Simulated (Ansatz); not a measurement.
## Convergence of a linear-scaling basis for graphene zigzag nanoribbon, H-capped, B on C sites (78 atoms)

Wanted: errors and times of a linear-scaling basis for graphene zigzag nanoribbon, H-capped, B on C sites (78 atoms). A setting counts as converged where the r.m.s. difference of forces stays under 1 % of the r.m.s. force.

Program: Ansatz 0.2.0. Level of theory: Kohn-Sham DFT, PBE+D3(BJ), PAW (set soft_2), plane waves. Results are calculated unless marked as measured.

### 1. The structure

The cell holds 78 atoms: 64 C, 8 B and 6 H. Its edges and angles: a = 7.380 Å, b = 36.325 Å, c = 10.000 Å, α = 90.0°, β = 90.0°, γ = 90.0°. It derives from C (graphene) and B. Graphene (a = 2.46 Å), rectangular cell with x along the zigzag direction; strip nominally 27 Å wide, 3 periods, edges capped with H, 10 Å of vacuum, 8 of 72 C replaced by B at random; not relaxed, displaced by a Gaussian of 0.02 Å. Regions: sheet, 72 atoms (64 C and 8 B); hydrogen, 6 atoms (6 H). Vacuum lies along b and c. The structure repeats along a.

Limits known from the start: Beside vacuum, support functions can miss their usual error bounds without a warning. The main run has no spin polarisation, so any moments at edges, vacancies or dangling bonds can't form in it.

### 2. Plane-wave single point

The first run fixes the reference, at a cutoff of 420 eV.

input.yaml reads:

```yaml
crystal:
  lattice:
    - [7.38, 0.0, 0.0]
    - [0.0, 36.32479, 0.0]
    - [0.0, 0.0, 10.0]
  atoms:
    - { symbol: C, position: [0.99797, 0.18778, 0.50244] }
    - { symbol: C, position: [0.16408, 0.1685, 0.49822] }
    - { symbol: C, position: [0.16937, 0.24524, 0.49811] }
    - { symbol: C, position: [0.99897, 0.22637, 0.50248] }
    - { symbol: C, position: [0.99897, 0.30557, 0.49707] }
    - { symbol: C, position: [0.17147, 0.28571, 0.50503] }
    - { symbol: C, position: [0.16608, 0.36189, 0.49859] }
    - { symbol: C, position: [0.99615, 0.34455, 0.49814] }
    - { symbol: C, position: [0.99968, 0.42187, 0.49859] }
    - { symbol: C, position: [0.16754, 0.40164, 0.49575] }
    - { symbol: C, position: [0.1691, 0.47928, 0.5015] }
    - { symbol: C, position: [0.99712, 0.46123, 0.49785] }
    - { symbol: C, position: [0.99602, 0.53868, 0.49946] }
    - { symbol: B, position: [0.16746, 0.51897, 0.50219] }
    - { symbol: C, position: [0.17032, 0.59794, 0.50067] }
    - { symbol: C, position: [6.0e-05, 0.57893, 0.49896] }
    - { symbol: C, position: [0.99849, 0.65702, 0.50141] }
    - { symbol: C, position: [0.16613, 0.63657, 0.49956] }
    - { symbol: C, position: [0.16719, 0.71482, 0.50159] }
    - { symbol: C, position: [0.99602, 0.69553, 0.49982] }
    - { symbol: C, position: [0.99663, 0.7748, 0.50192] }
    - { symbol: C, position: [0.16649, 0.75524, 0.49826] }
    - { symbol: C, position: [0.16611, 0.83321, 0.50098] }
    - { symbol: C, position: [0.99833, 0.81379, 0.50119] }
    - { symbol: C, position: [0.33333, 0.18716, 0.50256] }
    - { symbol: C, position: [0.49629, 0.1673, 0.50127] }
    - { symbol: B, position: [0.50479, 0.24602, 0.50001] }
    - { symbol: C, position: [0.33561, 0.22663, 0.50002] }
    - { symbol: B, position: [0.33455, 0.30447, 0.50238] }
    - { symbol: C, position: [0.50181, 0.28499, 0.497] }
    - { symbol: C, position: [0.50666, 0.3632, 0.49729] }
    - { symbol: C, position: [0.3313, 0.34304, 0.49828] }
    - { symbol: C, position: [0.33464, 0.42136, 0.50472] }
    - { symbol: C, position: [0.49782, 0.40128, 0.49883] }
    - { symbol: C, position: [0.50356, 0.48018, 0.50056] }
    - { symbol: C, position: [0.33459, 0.46081, 0.49968] }
    - { symbol: C, position: [0.33384, 0.53896, 0.50385] }
    - { symbol: C, position: [0.50354, 0.51859, 0.50038] }
    - { symbol: C, position: [0.49766, 0.5978, 0.49877] }
    - { symbol: C, position: [0.33317, 0.57794, 0.5021] }
    - { symbol: C, position: [0.33507, 0.65686, 0.49427] }
    - { symbol: C, position: [0.49937, 0.63626, 0.50169] }
    - { symbol: C, position: [0.49901, 0.71636, 0.50099] }
    - { symbol: C, position: [0.33169, 0.69564, 0.49906] }
    - { symbol: C, position: [0.33744, 0.77385, 0.5011] }
    - { symbol: C, position: [0.50035, 0.75249, 0.4992] }
    - { symbol: C, position: [0.49926, 0.83229, 0.49835] }
    - { symbol: C, position: [0.33223, 0.81224, 0.49899] }
    - { symbol: C, position: [0.66321, 0.18638, 0.50184] }
    - { symbol: C, position: [0.83737, 0.16826, 0.50144] }
    - { symbol: C, position: [0.83721, 0.24582, 0.49818] }
    - { symbol: C, position: [0.66712, 0.22688, 0.50136] }
    - { symbol: C, position: [0.66581, 0.30521, 0.49542] }
    - { symbol: C, position: [0.83785, 0.28389, 0.49892] }
    - { symbol: C, position: [0.83307, 0.36276, 0.50085] }
    - { symbol: C, position: [0.66626, 0.34403, 0.50425] }
    - { symbol: B, position: [0.66466, 0.4207, 0.49971] }
    - { symbol: B, position: [0.83446, 0.40178, 0.49969] }
    - { symbol: C, position: [0.83114, 0.48108, 0.49766] }
    - { symbol: C, position: [0.66847, 0.46086, 0.50171] }
    - { symbol: C, position: [0.66254, 0.53991, 0.50288] }
    - { symbol: C, position: [0.83429, 0.51991, 0.49878] }
    - { symbol: C, position: [0.83237, 0.59767, 0.5009] }
    - { symbol: B, position: [0.66805, 0.57818, 0.49601] }
    - { symbol: C, position: [0.67003, 0.65645, 0.49985] }
    - { symbol: C, position: [0.82986, 0.63702, 0.4972] }
    - { symbol: B, position: [0.82918, 0.71448, 0.49994] }
    - { symbol: C, position: [0.66628, 0.69447, 0.49992] }
    - { symbol: C, position: [0.66632, 0.77342, 0.50095] }
    - { symbol: C, position: [0.83272, 0.75327, 0.50369] }
    - { symbol: C, position: [0.82934, 0.83183, 0.50211] }
    - { symbol: B, position: [0.66611, 0.81268, 0.49996] }
    - { symbol: H, position: [0.16508, 0.13837, 0.4992] }
    - { symbol: H, position: [0.16802, 0.86199, 0.50259] }
    - { symbol: H, position: [0.5006, 0.13773, 0.49973] }
    - { symbol: H, position: [0.49713, 0.86223, 0.50026] }
    - { symbol: H, position: [0.83394, 0.13777, 0.49903] }
    - { symbol: H, position: [0.83266, 0.86299, 0.49916] }
kpoints:
  mp_grid: { grid: [2, 1, 1] }
hamiltonian:
  xc: pbe
  dispersion: d3bj
scf:
  occupations: { method: gaussian, width: 0.05 }
output:
  forces: true
  populations: intrinsic
  dos:
    method: { smearing: { sigma: 0.15 } }
    de: 0.1
    projected:
      site_lists:
        B: [B]
        C: [C]
        H: [H]
        sheet: [0, 1, 2, 3, 4, 5, 6, 7, 8, 9, 10, 11, 12, 13, 14, 15, 16, 17, 18, 19, 20, 21, 22, 23, 24, 25, 26, 27, 28, 29, 30, 31, 32, 33, 34, 35, 36, 37, 38, 39, 40, 41, 42, 43, 44, 45, 46, 47, 48, 49, 50, 51, 52, 53, 54, 55, 56, 57, 58, 59, 60, 61, 62, 63, 64, 65, 66, 67, 68, 69, 70, 71]
        hydrogen: [72, 73, 74, 75, 76, 77]
  eigenvalues: true
  write_density: true
  write_potential: true
  volumetric_format: npy
  elf: true
```

The run is started by

```bash
> ansatz run input.yaml --threads 4 --pin off --max-ram 8192MiB --backend cpu --events-out ev --progress --plain --runs-dir out
```

Numbers of over 12 decimals in the logs are rounded to 6 here.

The log of the run:

```text
Engine: ansatz 0.2.0, aarch64-unknown-linux-gnu
Pseudopotentials: kind: paw
Pseudopotential: C, paw, valence charge 4, recommended cutoff 420 eV (normal), C.paw.azcp
Pseudopotential: B, paw, valence charge 3, recommended cutoff 420 eV (normal), B.paw.azcp
Pseudopotential: H, paw, valence charge 1, recommended cutoff 420 eV (normal), H.paw.azcp
[... 5 lines on functional and potentials left out ...]
Crystal: 78 atoms, lattice volume = 2680.770 Å³
Basis set: ecut = 420 eV, 52449 PW (Γ), exchange–correlation on 100×486×144 points (8 copies of the dense FFT grid, shifted against one another)
Bands: 221, of which v1, the nominal top of the filled ones, is band 143 counted from 1 (142 counted from 0)
Symmetry: 1 space group operations
Space group: P1 (ITA 1), of the structure as read, at distance tolerance 1.4e-4 Å
k-points: 2
[... 7 lines on functional and potentials left out ...]
Initial density: superposition of atomic densities (neutral atoms: chi_scale 0, normalization atom), corrected by the library's trained network
Initial wavefunctions: pseudopotential atomic-orbital guess
Functional: x = pbe(κ = 0.804, μ = 0.219515), c = pbe(β = 0.066725)
SCF iter   1: F=—  HF=-17391.533682 eV  |F-HF|=—  |Δ(HF+E_count)|=         —  Δρ=7.32e-3  dr2=6.03e0  ethr=1.77e-3  ⟨swp⟩=7.0  Hψ=2271  notcnv=0  defer=124
preconditioner: auto → LDOS  [insulator: Δε(μ)=0.107 eV  Ē_g=13.838 eV  σ=0.050 eV  W_gap=0.87  n_scr=292 (ndim 8)  ℏωp=12.1 eV  f_vac=0.696  D(μ)=7.37/eV (n_scr^D=14)  ε∞_Penn≈1.8  β→1.0]
SCF iter   2: F=—  HF=-17391.234573 eV  |F-HF|=—  |Δ(HF+E_count)|=   2.99e-1  Δρ=9.14e-3  dr2=8.80e0  ethr=1.77e-3  ⟨swp⟩=2.0  Hψ=747  notcnv=0  defer=144
SCF iter   3: F=—  HF=-17390.836300 eV  |F-HF|=—  |Δ(HF+E_count)|=   3.98e-1  Δρ=2.72e-3  dr2=1.18e0  ethr=1.77e-3  ⟨swp⟩=2.0  Hψ=744  notcnv=0  defer=139
SCF iter   4: F=—  HF=-17390.785175 eV  |F-HF|=—  |Δ(HF+E_count)|=   5.11e-2  Δρ=1.80e-3  dr2=5.66e-1  ethr=4.13e-4  ⟨swp⟩=1.5  Hψ=417  notcnv=0  defer=141
SCF iter   5: F=—  HF=-17390.749562 eV  |F-HF|=—  |Δ(HF+E_count)|=   3.56e-2  Δρ=1.09e-3  dr2=2.45e-1  ethr=1.98e-4  ⟨swp⟩=2.0  Hψ=310  notcnv=0  defer=141
SCF iter   6: F=—  HF=-17390.735149 eV  |F-HF|=—  |Δ(HF+E_count)|=   1.44e-2  Δρ=5.79e-4  dr2=8.19e-2  ethr=8.58e-5  ⟨swp⟩=2.0  Hψ=390  notcnv=0  defer=141
SCF iter   7: F=—  HF=-17390.733047 eV  |F-HF|=—  |Δ(HF+E_count)|=   2.10e-3  Δρ=4.43e-4  dr2=1.88e-2  ethr=2.86e-5  ⟨swp⟩=2.0  Hψ=417  notcnv=0  defer=141
SCF iter   8: F=—  HF=-17390.731996 eV  |F-HF|=—  |Δ(HF+E_count)|=   1.05e-3  Δρ=2.64e-4  dr2=1.38e-2  ethr=6.58e-6  ⟨swp⟩=2.0  Hψ=657  notcnv=0  defer=141
SCF iter   9: F=—  HF=-17390.731404 eV  |F-HF|=—  |Δ(HF+E_count)|=   5.92e-4  Δρ=1.54e-4  dr2=1.90e-3  ethr=4.82e-6  ⟨swp⟩=2.0  Hψ=368  notcnv=0  defer=141
SCF iter  10: F=—  HF=-17390.731418 eV  |F-HF|=—  |Δ(HF+E_count)|=   1.39e-5  Δρ=8.98e-5  dr2=8.49e-4  ethr=6.65e-7  ⟨swp⟩=1.0  Hψ=409  notcnv=0  defer=141
SCF iter  11: F=—  HF=-17390.731394 eV  |F-HF|=—  |Δ(HF+E_count)|=   2.46e-5  Δρ=6.32e-5  dr2=2.48e-4  ethr=2.97e-7  ⟨swp⟩=2.0  Hψ=438  notcnv=0  defer=141
SCF iter  12: F=—  HF=-17390.731438 eV  |F-HF|=—  |Δ(HF+E_count)|=   4.41e-5  Δρ=8.64e-5  dr2=1.53e-3  ethr=8.68e-8  ⟨swp⟩=2.0  Hψ=488  notcnv=0  defer=141  recentre
SCF iter  13: F=—  HF=-17390.731391 eV  |F-HF|=—  |Δ(HF+E_count)|=   4.68e-5  Δρ=3.29e-5  dr2=7.09e-5  ethr=8.68e-8  ⟨swp⟩=1.5  Hψ=312  notcnv=0  defer=141
SCF iter  14: F=—  HF=-17390.731759 eV  |F-HF|=—  |Δ(HF+E_count)|=   3.68e-4  Δρ=1.79e-5  dr2=3.05e-5  ethr=2.48e-8  ⟨swp⟩=2.5  Hψ=489  notcnv=0  defer=141
SCF iter  15: F=—  HF=-17390.731760 eV  |F-HF|=—  |Δ(HF+E_count)|=   1.11e-6  Δρ=1.22e-5  dr2=1.96e-5  ethr=1.07e-8  ⟨swp⟩=2.0  Hψ=303  notcnv=0  defer=141
SCF iter  16: F=—  HF=-17390.731760 eV  |F-HF|=—  |Δ(HF+E_count)|=   3.54e-7  Δρ=5.97e-6  dr2=2.29e-6  ethr=6.85e-9  ⟨swp⟩=1.5  Hψ=308  notcnv=0  defer=141
SCF iter  17: F=—  HF=-17390.731761 eV  |F-HF|=—  |Δ(HF+E_count)|=   6.65e-7  Δρ=3.53e-6  dr2=7.76e-7  ethr=8.00e-10  ⟨swp⟩=2.0  Hψ=489  notcnv=0  defer=141
SCF iter  18: F=—  HF=-17390.731761 eV  |F-HF|=—  |Δ(HF+E_count)|=   4.13e-7  Δρ=1.94e-6  dr2=2.41e-7  ethr=2.71e-10  ⟨swp⟩=2.0  Hψ=498  notcnv=0  defer=141
SCF iter  19: F=-17390.731762 eV  HF=-17390.731761 eV  |F-HF|=8.62e-8  |Δ(HF+E_count)|=   2.77e-7  Δρ=1.09e-6  dr2=8.70e-8  ethr=3.50e-11  ⟨swp⟩=33.5  Hψ=5746  notcnv=0
SCF 1 converged in 19 iterations: F = -17390.731762 eV  dr2 = 8.70e-8
  greatest PAW one-centre occupation: 0.706 electrons in one spin orbital (limit 2), on the C atom at site 29 (counted from 0), in its partial waves of l = 0
WARN: The output density's exchange-correlation potential varies sharply where the density is thin. Do not read a vacuum level from v_tot or v_xc, or from such a field of the output density. On a cell that repeats whose density bears no net charge and no dipole along the vacuum's axis use v_es (v_loc + v_h of the components); [...]
SCF converged after 19 iterations
Free energy (F): -17390.731762 eV
Harris-Foulkes:  -17390.731761 eV  (|F-HF|=8.62e-8)
Internal energy: -17390.689366 eV  (E = F + TS)
E sigma→0 (E₀):  -17390.710564 eV
Entropy (-TS):   -0.042396 eV (-0.544 meV/atom)
Fermi energy:    -2.511061 eV
--- Per-component energies (eV) ---
  E_band       = -2821.670204
  E_kinetic    = 6362.988952
  E_local      = -95956.744792  (includes V_loc(G=0)·N_el)
  E_nonlocal   = 1889.547868
  E_hartree    = 44773.196216
  E_xc         = -3399.711361
  E_vxc        = -4197.015763  (∫ρ·V_xc dr)
  E_paw        = -6996.456415  (= ΣΔE_a)
  E_vpaw       = -466.848581  (= ΣTr[D̂ρ^β])
  E_aug_tail   = -0.007787  (compensation charges beyond the density's cutoff)
  E_ewald      = 35942.764461
  E_disp       = -6.266507  (pairwise vdW)
  E_smearing   = -0.042396  (= −TS)
  E_closure    = -0.000000  (closes the sum)
  Σ components = -17390.731762   (vs F -17390.731762, Δ=0.00e0)
--- Forces (eV/Å), atoms counted from 1 ---
  atom   1  C      0.97056864    -1.29356587    -0.23024465
  atom   2  C      0.64330042    -0.00578112     0.46205411
  atom   3  C     -1.66969596     1.52017797     0.73393653
  atom   4  C      1.86152585     0.93361137    -0.44669504
  atom   5  C      1.28415637    -2.66725620     0.59854872
  atom   6  C     -6.03547867    -3.36650138    -0.69051177
  atom   7  C      0.82196977     2.68773035    -0.32651677
  atom   8  C      0.49610942    -2.40703244    -0.01225956
  atom   9  C      2.86492037     1.67911031    -0.39936829
  atom  10  C     -0.23988816     0.91654692     0.76645288
  atom  11  C     -1.06166752    -1.41224925    -0.27430104
  atom  12  C      2.56655203    -1.82935927     0.20304339
  atom  13  C     -0.02111317     2.95663398    -0.10377296
  atom  14  B     -0.55607009     0.14509075    -0.01759660
[...]
atom  77  H      0.34143526     0.41137139     0.03352148
  atom  78  H      0.13207753    -0.92396108     0.09767605
  max |Σ_I F_I| component: 1.10e-4 eV/Å
--- Band table (eV) ---
  k-point 0: bands = ["-20.4475", "-20.3207", "-19.9030", "-19.7955", [... 205 levels ...], "5.1998", "5.2023", "5.2257", "5.2595", "5.3002", "5.3174", "5.3301", "5.3682", "5.4752", "5.4843", "5.5269", "5.6233"]
  k-point 1: bands = ["-20.2529", "-20.0787", "-19.6260", "-19.5679", [... 205 levels ...], "5.2067", "5.2190", "5.2422", "5.2823", "5.3621", "5.4222", "5.4695", "5.4897", "5.5220", "5.5480", "5.5673", "5.7091"]
--- intrinsic populations: 78 sites ---
  site symbol       q [e]
     0      C      4.0005
     1      C      4.1207
     2      C      3.9661
[...]
77      H      0.8470
  spilling = -0.000000 (of n_electrons = 286.000000)
```

Run time: 91 s. Hardware: 4 threads of Arm Neoverse V2, shared host; peak memory 5.9 GiB; 5.8 min of CPU time.

The column dr2 measures how far the density is from self-consistency, as an energy; F and HF (Harris–Foulkes) agree once it is small.

The program notes that the exchange-correlation potential is rough where the density is thin.

Numbers from this run:

| Property | Result |
| --- | --- |
| free energy | -17390.7318 eV |
| free energy per atom | -222.9581 eV/atom |
| SCF cycles | 19 |
| r.m.s. force component | 1.731 eV/Å |
| longest force | 6.945 eV/Å |
| Fermi energy | -2.511 eV |
| levels partly filled by over 2 per cent | 4 |

The r.m.s. force component of 1.7 eV/Å sets the scale for the differences below.

### 3. Support functions low

The cell is solved in localised support functions.

This step: Kohn-Sham DFT, PBE+D3(BJ), PAW (set soft_2), localised support functions (low) (Ansatz 0.2.0).

input.yaml, the sections that differ from step 2:

```yaml
scf:
  occupations: { method: gaussian, width: 0.05 }
  eigensolver: { kind: { support_functions: { accuracy: low } } }
  mixing: { beta: 0.2 }
  max_iter: 150
output:
  forces: true
  eigenvalues: true
# crystal, kpoints, hamiltonian: as in step 2
```

The log of the run:

```text
Warning: scf.eigensolver.kind.support_functions: disabling space-group detection — the functions' gradient is summed over unrotated k-points, so no spatial operation reduces the k-mesh or symmetrises the density; time reversal is kept, so that k and −k are solved as one point where they differ and the mesh holds both, and exact exchange and, on two spinor components, a DFT+U term hold to it where the run has them: [...]
settings of this run that can trade accuracy for cost: scf.eigensolver.kind.support_functions; scf.eigensolver.kind.support_functions.accuracy: low [...]
[...]
Crystal: 78 atoms, lattice volume = 2680.770 Å³
Basis set: ecut = 420 eV, 52449 PW (Γ), exchange–correlation on 100×486×144 points (8 copies of the dense FFT grid, shifted against one another)
Bands: 172, of which v1, the nominal top of the filled ones, is band 143 counted from 1 (142 counted from 0)
Symmetry: 1 space group operations
k-points: 2
[...]
SCF iter   1: F=—  HF=-17422.484168 eV  |F-HF|=—  |Δ(HF+E_count)|=         —  Δρ=5.73e-2  dr2=1.10e2  ethr=1.00e-1
[...]
SCF iter  24: F=—  HF=-17391.003280 eV  |F-HF|=—  |Δ(HF+E_count)|=   1.53e-5  Δρ=1.96e-5  dr2=1.87e-5  ethr=4.14e-8  κ⁻¹=1.1e-6(r=7)
SCF iter  25: F=-17391.003297 eV  HF=-17391.003298 eV  |F-HF|=4.99e-7  |Δ(HF+E_count)|=   1.73e-5  Δρ=8.96e-6  dr2=1.56e-6  ethr=6.54e-9
SCF 1 converged in 25 iterations: F = -17391.003766 eV  dr2 = 1.56e-6
[...]
SCF converged after 25 iterations
Stability not checked: this state was not tested for a lower state beside it, because the mixer in use, unlike msr1, does not test its closes by its own steps (another_mixer; see scf.mixing.algorithm and scf.lower_state_search)
Free energy (F): -17391.003766 eV
[...]
Internal energy: -17390.961363 eV  (E = F + TS)
E sigma→0 (E₀):  -17390.982565 eV
Entropy (-TS):   -0.042404 eV (-0.544 meV/atom)
Fermi energy:    -2.511367 eV
[...]
Σ components = -17391.003766   (vs F -17391.003766, Δ=0.00e0)
--- Forces (eV/Å), atoms counted from 1 ---
  atom   1  C      0.96932185    -1.29245484    -0.23037228
  atom   2  C      0.64313861    -0.00912077     0.46234840
  atom   3  C     -1.66846043     1.51989942     0.73416527
  atom   4  C      1.86070378     0.93115456    -0.44683204
[...]
atom  78  H      0.13160794    -0.93332773     0.09788674
  max |Σ_I F_I| component: 2.05e-2 eV/Å
--- Band table (eV) ---
[...]
```

Wall time 3.3 min (4 threads); peak memory 3.5 GiB.

The program notes that the band table was not solved further than the SCF left it and it switched symmetry off.

Keys that differ from the reference: support_functions.accuracy = "low", scf.max_iter = 150 and scf.mixing.beta = 0.2.

Forces differ from the reference by 2.1 meV/Å r.m.s., 0.12 % of their size, well within a tolerance of 1 %; the energy by -3.5 meV/atom. It took 3.3 min and 25 cycles; the reference's time can't be set against it, since the two runs asked for unlike analyses.

### 4. Support functions medium

The cell is solved in localised support functions.

This step: Kohn-Sham DFT, PBE+D3(BJ), PAW (set soft_2), localised support functions (medium) (Ansatz 0.2.0).

input.yaml, the sections that differ from step 3:

```yaml
scf:
  occupations: { method: gaussian, width: 0.05 }
  eigensolver: { kind: { support_functions: { accuracy: medium } } }
  mixing: { beta: 0.2 }
  max_iter: 150
# crystal, kpoints, hamiltonian, output: as in step 3
```

The log of the run:

```text
[...]
Crystal: 78 atoms, lattice volume = 2680.770 Å³
Basis set: ecut = 420 eV, 52449 PW (Γ), exchange–correlation on 100×486×144 points (8 copies of the dense FFT grid, shifted against one another)
Bands: 172, of which v1, the nominal top of the filled ones, is band 143 counted from 1 (142 counted from 0)
Symmetry: 1 space group operations
k-points: 2
[...]
SCF iter   1: F=—  HF=-17422.478062 eV  |F-HF|=—  |Δ(HF+E_count)|=         —  Δρ=5.73e-2  dr2=1.10e2  ethr=1.00e-1
[...]
SCF iter  25: F=—  HF=-17391.003383 eV  |F-HF|=—  |Δ(HF+E_count)|=   1.56e-5  Δρ=7.68e-6  dr2=1.99e-6  ethr=3.43e-9  κ⁻¹=3.0e-6(r=7)
SCF iter  26: F=-17391.003382 eV  HF=-17391.003382 eV  |F-HF|=6.19e-7  |Δ(HF+E_count)|=   2.79e-7  Δρ=4.42e-6  dr2=8.68e-7  ethr=6.96e-10
SCF 1 converged in 26 iterations: F = -17391.003766 eV  dr2 = 8.68e-7
[...]
SCF converged after 26 iterations
[...]
Free energy (F): -17391.003766 eV
[...]
Internal energy: -17390.961369 eV  (E = F + TS)
E sigma→0 (E₀):  -17390.982568 eV
Entropy (-TS):   -0.042398 eV (-0.544 meV/atom)
Fermi energy:    -2.511467 eV
[...]
Σ components = -17391.003766   (vs F -17391.003766, Δ=0.00e0)
--- Forces (eV/Å), atoms counted from 1 ---
  atom   1  C      0.96941364    -1.29218144    -0.23036971
  atom   2  C      0.64310654    -0.00911109     0.46238287
  atom   3  C     -1.66851588     1.51979067     0.73413794
  atom   4  C      1.86071115     0.93110464    -0.44683534
[...]
atom  78  H      0.13158239    -0.93332521     0.09787801
  max |Σ_I F_I| component: 2.05e-2 eV/Å
--- Band table (eV) ---
[...]
```

It took 3.3 min on 4 threads; peak memory 3.7 GiB; 13 min of CPU time.

Keys that differ from the reference: support_functions.accuracy = "medium", scf.max_iter = 150 and scf.mixing.beta = 0.2.

Forces differ from the reference by 2.1 meV/Å r.m.s., 0.12 % of their size, well within a tolerance of 1 %; the energy by -3.5 meV/atom. It took 3.3 min and 26 cycles; the reference's time can't be set against it, since the two runs asked for unlike analyses.

(Part 1 of 3 ends here.)

[Logs are printed without paths, hosts, clocks, repeated set-up lines and the standing remarks that a program may print on its own settings, such as how far it seeks lower states.]

[Hosts, paths, dates, database ids (printed as entryN), source tags and the programs' standing remarks are cut or masked in the printed files.]
